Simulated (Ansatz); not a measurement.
# Be (P6_3/mmc, 2 atoms in the cell): the cell at rest

Aim: bring Be (P6_3/mmc, 2 atoms in the cell) to small forces and stress, as phonons need.

Main program and level: Ansatz 0.2.0; DFT LDA, scalar-relativistic, plane waves, PAW; PAW set soft_1.

## Step 1: The structure

The structure is hexagonal, space group P6_3/mmc (No. 194). Conventional cell: a = 2.285 Å, b = 2.285 Å, c = 3.584 Å, α = 90.00°, β = 90.00°, γ = 120.00°. Be has 12 Be at 2.23 to 2.29 Å nearest.

## Step 2: Probe on a coarse mesh

First a cheap look: the gap decides the mesh and the occupations, the pressure tells how far the cell has to move.

Contents of input.yaml:

```yaml
crystal:
  lattice:
    - [2.2853, 0.0, 0.0]
    - [-1.14265, 1.9791278553, 0.0]
    - [0.0, 0.0, 3.5842]
  atoms:
    - { symbol: Be, position: [0.3333333333, 0.6666666667, 0.25] }
    - { symbol: Be, position: [0.6666666667, 0.3333333333, 0.75] }
kpoints:
  mp_grid: { grid: [9, 9, 6] }
hamiltonian:
  xc: lda
  pseudopotentials: { kind: paw, azcp: { folder: soft_1 }, xc_functional: pbe }
scf:
  occupations: { method: gaussian, width: 0.1 }
output:
  forces: true
  stress: true
  eigenvalues: true
```

Started as:

```console
> ansatz run input.yaml --threads 4 --pin off --max-ram 10240MiB --backend cpu --events-out ev --progress --plain --runs-dir out
```

Numbers of over 12 decimals in the logs are rounded to 6 here.

Log:

```text
Engine: ansatz 0.2.0, aarch64-unknown-linux-gnu
Pseudopotentials: kind: paw
Pseudopotential: Be, paw, valence charge 2, recommended cutoff 420 eV (normal), soft_1/Be.paw.azcp
Functional definition: SPW92
  exchange = slater_x
  correlation = pw_c
Crystal: 2 atoms, lattice volume = 16.211 Å³
Basis set: ecut = 420 eV, 311 PW (Γ)
[...]
0.000000       0.000000     -10.039225
  P = ⅓ Tr σ = -8.3561 GPa (-83.561 kbar)
--- Band table (eV; the first three rows and the last of 48) ---
  k-point 0: bands = ["-3.3694", "3.3864", "8.9053", "23.0390", "23.0390", "25.8429"]
  k-point 1: bands = ["-3.1333", "2.2299", "10.6099", "23.2490", "23.2490", "25.7465"]
  k-point 2: bands = ["-2.4253", "0.3592", "14.0947", "22.6353", "23.8339", "23.8339"]
  k-point 47: bands = ["6.5598", "6.5598", "8.0692", "8.0692", "13.8549", "13.8549"]
[key lines of the parts left out:]
SCF converged after 5 iterations
Free energy (F): -176.455641 eV
Fermi energy:    7.393857 eV
```

The job ended after 0.24 s (4 threads of Arm Neoverse V1, shared host; peak memory 0.23 GiB).

This step gave:

```
pressure          : -8.356 GPa
volume per atom   : 8.105 Å³
gap on the k-mesh : 0 eV
```

The coarse mesh shows no gap and a pressure of -8.4 GPa.

## Step 3: Rough relaxation

A rough relaxation comes first, because large forces or stress need no tight tolerances yet.

Changes to input.yaml since step 2:

```diff
@@ -19 +19,6 @@
   eigenvalues: true
+relax:
+  adjacent_minimum: "off"
+  f_tol: 0.05
+  max_steps: 80
+  cell: { stress_tol: 0.5 }
```

Log:

```text
[...]
Crystal: 2 atoms, lattice volume = 16.211 Å³
Basis set: ecut = 420 eV, 311 PW (Γ)
Bands: 6, of which v1, the nominal top of the filled ones, is band 2 counted from 1 (1 counted from 0)
Symmetry: 24 space group operations
[...]
k-points: 48 of 486
[...]
--- Relaxed structure (4 steps of the walk, 4 accepted, 1 SCFs on fresh bases) ---
  F+E_penalty+E_count = -176.48644765 eV   max|allowed force component| = 1.388e-16 eV/Å   (the final SCF, on the basis selected at the relaxed cell)
  cell:  # Å, volume = 15.1019 Å³
    - [2.235361, 0, 0]
    - [-1.117680, 1.935879, 0]
    - [0, 0, 3.489847]
  atoms:
    - { symbol: Be, position: [0.333333, 0.666667, 0.25] }
    - { symbol: Be, position: [0.666667, 0.333333, 0.750000] }
[key lines of the parts left out:]
SCF converged after 2 iterations
Free energy (F): -176.486448 eV
Fermi energy:    8.028378 eV
P = ⅓ Tr σ = -0.0079 GPa (-0.079 kbar)
```

Elapsed: 0.84 s, on 4 threads; peak memory 0.24 GiB.

Step by step:

| step | energy less that of the first step (eV) | largest force component (eV/Å) | pressure (GPa) | volume (Å³) |
| --- | --- | --- | --- | --- |
| 1 | 0.0000 | 0.0000 | -8.36 | 16.21 |
| 2 | -0.0254 | 0.0000 | -3.75 | 15.56 |
| 3 | -0.0308 | 0.0000 | 0.40 | 15.05 |
| 4 | -0.0309 | 0.0000 | 0.00 | 15.10 |
| 5* | -0.0308 | 0.0000 | -0.01 | 15.10 |

Relaxation steps marked * repeat the geometry before them on a plane-wave basis chosen anew for their cell, so energy and pressure can jump there.

The run keeps the 24 symmetry operations that it works with, so distortions that break them were not tested.

| conventional cell, symmetrised | before | after | change |
| --- | --- | --- | --- |
| a (Å) | 2.285 | 2.235 | -2.2 % |
| b (Å) | 2.285 | 2.235 | -2.2 % |
| c (Å) | 3.584 | 3.490 | -2.6 % |
| volume (Å³/atom) | 8.11 | 7.55 | -6.8 % |

Final coordinates:

```cif
data_structure
_symmetry_space_group_name_H-M 'P 1'
_symmetry_Int_Tables_number 1
_cell_length_a 2.2354
_cell_length_b 2.2354
_cell_length_c 3.4898
_cell_angle_alpha 90.000
_cell_angle_beta 90.000
_cell_angle_gamma 120.000
_cell_volume 15.10
loop_
_atom_site_label
_atom_site_type_symbol
_atom_site_fract_x
_atom_site_fract_y
_atom_site_fract_z
_atom_site_occupancy
Be1 Be 0.33333 0.66667 0.25000 1
Be2 Be 0.66667 0.33333 0.75000 1
```

Numbers from this step:

```
pressure        : -0.007933 GPa
volume per atom : 7.551 Å³
```

In this step the volume went from 8.11 to 7.55 Å³/atom.

## Step 4: Bringing the structure to rest

Harmonic phonons are second derivatives at a point where the forces vanish, and they are wanted at zero stress, so atoms and cell are relaxed first.

input.yaml, the sections that differ from step 3:

```yaml
crystal:
  lattice:
    - [2.2353605474, 0.0, 0.0]
    - [-1.1176802737, 1.9358790206, 0.0]
    - [0.0, 0.0, 3.4898465795]
  atoms:
    - { symbol: Be, position: [0.3333333333, 0.6666666667, 0.25] }
    - { symbol: Be, position: [0.6666666667, 0.3333333333, 0.75] }
kpoints:
  mp_grid: { grid: [21, 21, 12] }
relax:
  adjacent_minimum: "off"
  f_tol: 0.005
  max_steps: 80
  cell: { stress_tol: 0.05 }
# hamiltonian, scf, output: as in step 3
```

Log:

```text
[...]
Crystal: 2 atoms, lattice volume = 15.102 Å³
Basis set: ecut = 420 eV, 299 PW (Γ)
Bands: 6, of which v1, the nominal top of the filled ones, is band 2 counted from 1 (1 counted from 0)
[... 1 set-up line as in the run before ...]
[...]
k-points: 336 of 5292
[...]
SCF iter   1: F=—  HF=-176.465126 eV  |F-HF|=—  |Δ(HF+E_count)|=         —  Δρ=1.58e-2  dr2=2.75e-2  ethr=3.10e-3  ⟨swp⟩=4.7  Hψ=16888  notcnv=0
[...]
SCF iter   5: F=-176.464953 eV  HF=-176.464953 eV  |F-HF|=5.97e-11  |Δ(HF+E_count)|=   7.57e-9  Δρ=2.02e-6  dr2=2.82e-10  ethr=1.40e-9  ⟨swp⟩=2.0  Hψ=5713  notcnv=0
SCF 1 converged in 5 iterations: F = -176.464953 eV  dr2 = 2.82e-10
[...]
relax step   1: F+E_penalty+E_count = -176.46495254 eV  Δ(F+E_penalty+E_count) = +0.000e0 eV  max|allowed force component| = 1.480e-16 eV/Å  Δτ_max = 0.0000 Å  P = +0.035 GPa  Ω = 15.102 Å³  (5 SCF iters, dr2 threshold 1.00e-7 eV, accepted)
Crystal: 2 atoms, lattice volume = 15.093 Å³
[...]
SCF iter   3: F=-176.466511 eV  HF=-176.466511 eV  |F-HF|=6.33e-10  |Δ(HF+E_count)|=   2.17e-6  Δρ=5.94e-6  dr2=2.10e-9  ethr=5.00e-9  ⟨swp⟩=3.0  Hψ=6542  notcnv=0
SCF 2 converged in 3 iterations: F = -176.466511 eV  dr2 = 2.10e-9
relax step   2: F+E_penalty+E_count = -176.46651072 eV  Δ(F+E_penalty+E_count) = -1.558e-3 eV  max|allowed force component| = 1.480e-16 eV/Å  Δτ_max = 0.0000 Å  P = -0.019 GPa  Ω = 15.093 Å³  energy of the carried Pulay correction = +2.861e-6 eV  (3 SCF iters, dr2 threshold 2.00e-7 eV, accepted)
Crystal: 2 atoms, lattice volume = 15.088 Å³
[...]
SCF iter   3: F=-176.466556 eV  HF=-176.466556 eV  |F-HF|=3.60e-11  |Δ(HF+E_count)|=   1.05e-7  Δρ=1.34e-6  dr2=1.04e-10  ethr=5.00e-9  ⟨swp⟩=3.0  Hψ=4407  notcnv=0
SCF 3 converged in 3 iterations: F = -176.466556 eV  dr2 = 1.04e-10
relax step   3: F+E_penalty+E_count = -176.46655633 eV  Δ(F+E_penalty+E_count) = -4.562e-5 eV  max|allowed force component| = 1.573e-16 eV/Å  Δτ_max = 0.0000 Å  P = -0.004 GPa  Ω = 15.088 Å³  energy of the carried Pulay correction = +3.663e-6 eV  (3 SCF iters, dr2 threshold 2.00e-7 eV, accepted)
[...]
SCF iter   3: F=-176.466554 eV  HF=-176.466554 eV  |F-HF|=0.00e0  |Δ(HF+E_count)|=  4.00e-10  Δρ=1.47e-8  dr2=1.38e-14  ethr=1.00e-12  ⟨swp⟩=3.0  Hψ=6846  notcnv=0
SCF 4 converged in 3 iterations: F = -176.466554 eV  dr2 = 1.38e-14
relax step   4: F+E_penalty+E_count = -176.46655432 eV  Δ(F+E_penalty+E_count) = +2.011e-6 eV  max|allowed force component| = 1.203e-16 eV/Å  Δτ_max = 0.0000 Å  P = -0.005 GPa  Ω = 15.088 Å³  stress off target by 2.44e-2 GPa  SCF on the basis re-selected at this cell (its energy is not comparable with the rows above)  (3 SCF iters)
[...]
SCF converged after 3 iterations
Free energy (F): -176.466554 eV
[...]
Internal energy: -176.465162 eV  (E = F + TS)
E sigma→0 (E₀):  -176.465858 eV
Entropy (-TS):   -0.001392 eV (-0.696 meV/atom)
Fermi energy:    8.401145 eV
[...]
--- Stress (GPa, compression-positive) ---
        0.005220      -0.000000       0.000000
        0.000000       0.005220       0.000000
        0.000000       0.000000      -0.024394
  P = ⅓ Tr σ = -0.0047 GPa (-0.047 kbar)
--- Band table (eV; the first three rows and the last of 336) ---
[...]
--- Relaxed structure (3 steps of the walk, 3 accepted, 1 SCFs on fresh bases) ---
[...]
cell:  # Å, volume = 15.0885 Å³
    - [2.225970, 0.0, 0.0]
    - [-1.112985, 1.927746, 0.0]
    - [0.0, 0.0, 3.516224]
  atoms:
    - { symbol: Be, position: [0.333333, 0.666667, 0.250000] }
    - { symbol: Be, position: [0.666667, 0.333333, 0.750000] }
```

The job ended after 3 s (4 threads; peak memory 0.32 GiB; 11 s of CPU time).

The steps of the relaxation:

| step | energy less that of the first step (eV) | largest force component (eV/Å) | pressure (GPa) | volume (Å³) |
| --- | --- | --- | --- | --- |
| 1 | 0.0000 | 0.0000 | 0.03 | 15.10 |
| 2 | -0.0016 | 0.0000 | -0.02 | 15.09 |
| 3 | -0.0016 | 0.0000 | 0.00 | 15.09 |
| 4* | -0.0016 | 0.0000 | 0.00 | 15.09 |

Relaxation steps marked * repeat the geometry before them on a plane-wave basis chosen anew for their cell, so energy and pressure can jump there.

Forces are held to the 24 operations that the run works with; a distortion that breaks them can't arise in this run.

| conventional cell, symmetrised | before | after | change |
| --- | --- | --- | --- |
| a (Å) | 2.235 | 2.226 | -0.4 % |
| b (Å) | 2.235 | 2.226 | -0.4 % |
| c (Å) | 3.490 | 3.516 | +0.8 % |
| volume (Å³/atom) | 7.55 | 7.54 | -0.1 % |

The relaxed structure:

```cif
data_structure
_symmetry_space_group_name_H-M 'P 1'
_symmetry_Int_Tables_number 1
_cell_length_a 2.2260
_cell_length_b 2.2260
_cell_length_c 3.5162
_cell_angle_alpha 90.000
_cell_angle_beta 90.000
_cell_angle_gamma 120.000
_cell_volume 15.09
loop_
_atom_site_label
_atom_site_type_symbol
_atom_site_fract_x
_atom_site_fract_y
_atom_site_fract_z
_atom_site_occupancy
Be1 Be 0.33333 0.66667 0.25000 1
Be2 Be 0.66667 0.33333 0.75000 1
```

Numbers from this step:

```yaml
pressure: -0.004651 GPa
volume_per_atom: 7.544 Å³
```

In this step the volume went from 7.55 to 7.54 Å³/atom.

## Step 5: Relaxing to small forces for the phonons

Phonons need a cell at rest on their own settings, so the relaxation is repeated with tight tolerances on forces and stress on the k mesh and occupations of the first response run.

input.yaml, the sections that differ from step 4:

```yaml
crystal:
  lattice:
    - [2.2259697348, 0.0, 0.0]
    - [-1.1129848674, 1.9277463384, 0.0]
    - [0.0, 0.0, 3.5162244346]
  atoms:
    - { symbol: Be, position: [0.3333333333, 0.6666666667, 0.25] }
    - { symbol: Be, position: [0.6666666667, 0.3333333333, 0.75] }
kpoints:
  mp_grid: { grid: [24, 24, 12] }
scf:
  occupations: { method: methfessel_paxton, width: 0.2 }
relax:
  adjacent_minimum: "off"
  f_tol: 0.001
  max_steps: 60
  cell: { stress_tol: 0.01 }
# hamiltonian, output: as in step 4
```

Log:

```text
[...]
Crystal: 2 atoms, lattice volume = 15.088 Å³
Basis set: ecut = 420 eV, 299 PW (Γ)
Bands: 6, of which v1, the nominal top of the filled ones, is band 2 counted from 1 (1 counted from 0)
[... 1 set-up line as in the run before ...]
[...]
k-points: 427 of 6912
[...]
P = ⅓ Tr σ = 0.0067 GPa (0.067 kbar)
--- Band table (eV; the first three rows and the last of 427) ---
[...]
--- Relaxed structure (3 steps of the walk, 3 accepted, 1 SCFs on fresh bases) ---
[...]
cell:  # Å, volume = 15.0929 Å³
    - [2.227825, 0, 0]
    - [-1.113912, 1.929353, 0]
    - [0, 0, 3.511387]
  atoms:
    - { symbol: Be, position: [0.333333, 0.666667, 0.25] }
    - { symbol: Be, position: [0.666667, 0.333333, 0.75] }
[key lines of the parts left out:]
SCF converged after 3 iterations
Free energy (F): -176.467709 eV
Fermi energy:    8.326948 eV
```

It took 3.6 s on 4 threads; peak memory 0.34 GiB; 13 s of CPU time.

Relaxation path:

| step | energy less that of the first step (eV) | largest force component (eV/Å) | pressure (GPa) | volume (Å³) |
| --- | --- | --- | --- | --- |
| 1 | 0.0000 | 0.0000 | 0.02 | 15.09 |
| 2 | -0.0001 | 0.0000 | 0.02 | 15.09 |
| 3 | -0.0001 | 0.0000 | 0.01 | 15.09 |
| 4* | -0.0001 | 0.0000 | 0.01 | 15.09 |

Relaxation steps marked * repeat the geometry before them on a plane-wave basis chosen anew for their cell, so energy and pressure can jump there.

Forces are held to the 24 operations that the run works with; a distortion that breaks them can't arise in this run.

| conventional cell, symmetrised | before | after | change |
| --- | --- | --- | --- |
| a (Å) | 2.226 | 2.228 | +0.1 % |
| b (Å) | 2.226 | 2.228 | +0.1 % |
| c (Å) | 3.516 | 3.511 | -0.1 % |
| volume (Å³/atom) | 7.54 | 7.55 | +0.0 % |

The relaxed structure:

```
Be
1.0
     2.22782    0.00000    0.00000
    -1.11391    1.92935    0.00000
     0.00000    0.00000    3.51139
Be
2
Direct
  0.33333 0.66667 0.25000
  0.66667 0.33333 0.75000
```

Numbers from this step:

* pressure: 0.006712 GPa
* volume per atom: 7.546 Å³

The forces vanish by symmetry and the pressure is 0.007 GPa, within the tolerances set. The cell now holds 7.55 Å³/atom.

## Step 6: Results

* space group after relaxation (within 0.01 Å): P6_3/mmc
* lattice constant a: 2.228 Å
* lattice constant b: 2.228 Å
* lattice constant c: 3.511 Å
* volume per atom: 7.55 Å³

What this shows: The forces vanish by symmetry and the pressure is 0.007 GPa, within the tolerances set. The cell now holds 7.55 Å³/atom. The relaxation keeps the symmetry of its start, so it says nothing on stability against lower symmetry. The PAW files were made for PBE and serve the other functionals too.

[Logs are printed without paths, hosts, clocks, repeated set-up lines and the standing remarks that a program may print on its own settings, such as how far it seeks lower states.]

[Hosts, paths, dates, database ids (printed as entryN), source tags and the programs' standing remarks are cut or masked in the printed files.]
